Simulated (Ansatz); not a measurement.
# TcF2 (1T sheet): how robust is the cRPA U?

Aim: hold the target of a cRPA run on TcF2 (1T sheet) and move one thing at a time.

Program: Ansatz 0.2.0. Level of theory: constrained RPA on PBE, plane waves, PAW. Results are calculated unless marked as measured.

This is a report of a sequence of runs, with most program output left out.

### Step 1. Set-up

The cell holds 3 atoms: 1 Tc and 2 F. Cell: a = 2.835 Å, b = 2.835 Å, c = 28.981 Å, α = 90.0°, β = 90.0°, γ = 120.0°. Vacuum lies along c.

Structure file:

```cif
data_structure
_symmetry_space_group_name_H-M 'P 1'
_symmetry_Int_Tables_number 1
_cell_length_a 2.8346
_cell_length_b 2.8346
_cell_length_c 28.9813
_cell_angle_alpha 90.000
_cell_angle_beta 90.000
_cell_angle_gamma 120.000
_cell_volume 201.66
loop_
_atom_site_label
_atom_site_type_symbol
_atom_site_fract_x
_atom_site_fract_y
_atom_site_fract_z
_atom_site_occupancy
Tc1 Tc 0.00000 0.00000 0.32074 1
F2 F 0.33333 0.66667 0.37003 1
F3 F 0.66667 0.33333 0.27144 1
```

The structure was relaxed with PBE. The structure was generated from a model, not taken from a measurement. The runs that relaxed it are not among those shown. The program's search for lower electronic states was switched off, so nothing shows that the state found is the lowest. The default PAW set here is soft_2. Its files were made with PBE. The Coulomb interaction is cut off across the vacuum.

### Step 2. Base: Tc d, bands v3 to c2, 6×6×1 mesh, medium accuracy

Constrained RPA screens the interaction with every transition except those inside the target bands, which a later many-body model would treat itself.

File input.yaml:

```yaml
crystal:
  lattice:
    - [0.0, 2.00436028, 2.00436028]
    - [2.00436028, -2.00436028, 0.0]
    - [16.73236119, 16.73236119, -16.73236119]
  atoms:
    - { symbol: Tc, position: [0.0, 0.0, 0.320735268] }
    - { symbol: F, position: [0.3333333333, 0.6666666667, 0.3700312214] }
    - { symbol: F, position: [0.6666666667, 0.3333333333, 0.2714393145] }
  periodic: [true, true, false]
kpoints:
  mp_grid: { grid: [9, 9, 1] }
hamiltonian:
  xc: pbe
scf:
  occupations: { method: gaussian, width: 0.08 }
  n_extra_bands: 19
  max_iter: 150
  lower_state_search: "off"
output:
  crpa:
    kmesh: [6, 6, 1]
    target_bands: [v3, c2]
    projections: [{ species: Tc, l: d, shell: 4 }]
  local_orbitals:
    kmesh: [12, 12, 1]
    orbitals: [{ species: Tc, l: d, shell: 4 }]
    window: { bands: [v3, c2] }
    seedname: lo
```

Launch:

```
ansatz run input.yaml --threads 8 --pin off --max-ram 14745MiB --backend cpu --events-out ev --progress --plain --runs-dir out
```

It took 82 s on 8 threads of Intel Xeon Platinum 8259CL at 2.50GHz (Skylake/Cascade Lake), shared host; peak memory 2.4 GiB.

Numbers from this step:

```
U                                                 : 5.445 eV
U prime (inter-orbital)                           : 4.687 eV
J                                                 : 0.3703 eV
bare V                                            : 13.77 eV
bare J                                            : 0.4946 eV
stated bound on U                                 : 0.01136 eV
U over bare V                                     : 0.3953
electrons in the window                           : 5.000
head of the constrained inverse dielectric matrix : 0.7642
least eigenvalue of the projection's overlap      : 0.6670
target functions                                  : 5
bands in the sums                                 : 34
r.m.s. miss of the model bands                    : 2.87e-4 eV
width of the target bands                         : 5.348 eV
weight of the projected orbitals in the window    : 0.8416
```

On the Tc d shell, screening brings the on-site interaction from 13.8 eV down to U = 5.44 eV.

### Step 3. Changed: 9×9×1 mesh

Changes to input.yaml since step 2:

```diff
@@ -21,9 +21,4 @@
   crpa:
-    kmesh: [6, 6, 1]
+    kmesh: [9, 9, 1]
     target_bands: [v3, c2]
     projections: [{ species: Tc, l: d, shell: 4 }]
-  local_orbitals:
-    kmesh: [12, 12, 1]
-    orbitals: [{ species: Tc, l: d, shell: 4 }]
-    window: { bands: [v3, c2] }
-    seedname: lo
```

Wall time 4.4 min (8 threads); peak memory 2.6 GiB; 32 min of CPU time.

This step gave:

| Property | Result |
| --- | --- |
| U | 5.471 eV |
| U prime (inter-orbital) | 4.714 eV |
| J | 0.3701 eV |
| bare V | 13.76 eV |
| bare J | 0.4945 eV |
| stated bound on U | 0.01206 eV |
| U over bare V | 0.3977 |
| electrons in the window | 5 |
| head of the constrained inverse dielectric matrix | 0.7853 |
| least eigenvalue of the projection's overlap | 0.6721 |
| target functions | 5 |
| bands in the sums | 34 |
| width of the target bands | 5.348 eV |
| weight of the projected orbitals in the window | 0.8416 |

On the Tc d shell, screening brings the on-site interaction from 13.8 eV down to U = 5.47 eV.

### Step 4. Changed: accuracy high

Changes to input.yaml since step 3:

```diff
@@ -21,4 +21,5 @@
   crpa:
-    kmesh: [9, 9, 1]
+    kmesh: [6, 6, 1]
     target_bands: [v3, c2]
     projections: [{ species: Tc, l: d, shell: 4 }]
+    accuracy: high
```

Wall time 93 s (8 threads); peak memory 2.6 GiB; 11 min of CPU time.

This step gave:

| Property | Result |
| --- | --- |
| U | 5.445 eV |
| U prime (inter-orbital) | 4.687 eV |
| J | 0.3703 eV |
| bare V | 13.77 eV |
| bare J | 0.4946 eV |
| stated bound on U | 0.001042 eV |
| U over bare V | 0.3953 |
| electrons in the window | 5.000 |
| head of the constrained inverse dielectric matrix | 0.7642 |
| least eigenvalue of the projection's overlap | 0.6670 |
| target functions | 5 |
| bands in the sums | 34 |
| width of the target bands | 5.348 eV |
| weight of the projected orbitals in the window | 0.8416 |

On the Tc d shell, screening brings the on-site interaction from 13.8 eV down to U = 5.44 eV.

### Step 5. Changed: sums over states

Changes to input.yaml since step 4:

```diff
@@ -24,2 +24,4 @@
     projections: [{ species: Tc, l: d, shell: 4 }]
-    accuracy: high
+    accuracy: sum_over_states
+    n_empty_bands: 30
+    ecut_chi: 136
```

Elapsed: 7.3 s, on 8 threads; peak memory 0.77 GiB.

This variant gives U = 5.76 eV against 5.44 eV. It is a finite sum over empty states with no bound on its error and stays out of the table below.

### Step 6. Changed: a wide Fermi-Dirac smearing

Changes to input.yaml since step 5:

```diff
@@ -15,3 +15,3 @@
 scf:
-  occupations: { method: gaussian, width: 0.08 }
+  occupations: { method: fermi_dirac, width: 1.0 }
   n_extra_bands: 19
@@ -24,4 +24 @@
     projections: [{ species: Tc, l: d, shell: 4 }]
-    accuracy: sum_over_states
-    n_empty_bands: 30
-    ecut_chi: 136
```

It took 1.9 s on 8 threads; peak memory 0.71 GiB.

Residual by cycle:

cycle, log10 residual and a bar from the least value:
```
        1        0.3 ##############################
        2       -0.4 ############################
        3       -1.7 #######################
        4       -3.0 ##################
        5       -4.3 ##############
        6       -5.3 ##########
        7       -6.8 #####
        8       -8.2
```

The run ended with an error.

After 8 cycles the residual stands at 6.4e-9.

The program's message: “Error: refused after 8 iterations: slab_electrons_in_vacuum = 1.00e-4 (threshold 1.00e-6); electrons that its smearing lays highest leave the slab for the vacuum on both its sides, from a quarter of t …”

The fault put into this input: a wide Fermi-Dirac smearing.

### Step 7. Changed: potentials

This step: constrained RPA on PBE, plane waves, norm-conserving pseudopotentials.

Changes to input.yaml since step 6:

```diff
@@ -14,4 +14,5 @@
   xc: pbe
+  pseudopotentials: { kind: nc }
 scf:
-  occupations: { method: fermi_dirac, width: 1.0 }
+  occupations: { method: gaussian, width: 0.08 }
   n_extra_bands: 19
```

Run time: 4.6 min. Hardware: 8 threads; peak memory 6.5 GiB.

This step gave:

* U: 5.441 eV
* U prime (inter-orbital): 4.686 eV
* J: 0.3687 eV
* bare V: 13.76 eV
* bare J: 0.4942 eV
* stated bound on U: 0.01473 eV
* U over bare V: 0.3953
* electrons in the window: 5
* head of the constrained inverse dielectric matrix: 0.7648
* least eigenvalue of the projection's overlap: 0.6657
* target functions: 5
* bands in the sums: 34
* width of the target bands: 5.337 eV
* weight of the projected orbitals in the window: 0.8411

On the Tc d shell, screening brings the on-site interaction from 13.8 eV down to U = 5.44 eV.

### Step 8. Changed: PBEsol

This step: constrained RPA on PBEsol, plane waves, PAW.

Changes to input.yaml since step 7:

```diff
@@ -13,4 +13,3 @@
 hamiltonian:
-  xc: pbe
-  pseudopotentials: { kind: nc }
+  xc: pbesol
 scf:
```

It took 71 s on 8 threads; peak memory 2.4 GiB.

This step gave:

```yaml
u: 5.438 eV
u_prime_inter_orbital: 4.687 eV
j: 0.3659 eV
bare_v: 13.69 eV
bare_j: 0.4898 eV
stated_bound_on_u: 0.01141 eV
u_over_bare_v: 0.3971
electrons_in_the_window: 5.000
head_of_the_constrained_inverse_dielectric_matrix: 0.7672
least_eigenvalue_of_the_projection_s_overlap: 0.6623
target_functions: 5
bands_in_the_sums: 34
width_of_the_target_bands: 5.346 eV
weight_of_the_projected_orbitals_in_the_window: 0.8388
```

On the Tc d shell, screening brings the on-site interaction from 13.7 eV down to U = 5.44 eV.

### Step 9. Side by side

Times are wall times on 8 threads of Intel Xeon Platinum 8259CL at 2.50GHz (Skylake/Cascade Lake), shared host, good to a factor of about two.

| run | bare V (eV) | U (eV) | J (eV) | bound on U (eV) | width (eV) | time |
| --- | --- | --- | --- | --- | --- | --- |
| target window | 13.77 | 5.445 | 0.370 | 0.0114 | 5.35 | 82 s |
| 9×9×1 mesh | 13.76 | 5.471 | 0.370 | 0.0121 | 5.35 | 4.4 min |
| accuracy high | 13.77 | 5.445 | 0.370 | 0.0010 | 5.35 | 93 s |
| potentials | 13.76 | 5.441 | 0.369 | 0.0147 | 5.34 | 4.6 min |
| PBEsol | 13.69 | 5.438 | 0.366 | 0.0114 | 5.35 | 71 s |

### Step 10. Outcome

| Item | Value |
| --- | --- |
| target window | U 5.44 eV, J 0.37 eV |
| 9×9×1 mesh | U 5.47 eV, J 0.37 eV |
| accuracy high | U 5.44 eV, J 0.37 eV |
| potentials | U 5.44 eV, J 0.37 eV |
| PBEsol | U 5.44 eV, J 0.37 eV |

9×9×1 mesh moves U by +0.03 eV at 3.2 times the time. Accuracy high moves U by +0.0002 eV (within the solver's bounds, for the mean over orbitals). Potentials moves U by −0.003 eV (within the solver's bounds, for the mean over orbitals) at 3.4 times the time. PBEsol moves U by −0.01 eV (within the solver's bounds, for the mean over orbitals). The printed bound covers the solver alone, not the mesh. The parent state is non-magnetic and the interaction static (zero frequency); U depends on the window and the orbitals, so it belongs to this model alone.

[Paths, hosts, dates, memory and timing lines, banners, echoed tables and standing remarks are left out of the program output.]

[Logs are printed without paths, hosts, clocks, repeated set-up lines and the standing remarks that a program may print on its own settings, such as how far it seeks lower states.]

[Runs of the session that timed out or met a known fault of the program may be left out.]

[Hosts, paths, dates, database ids (printed as entryN), source tags and the programs' standing remarks are cut or masked in the printed files.]
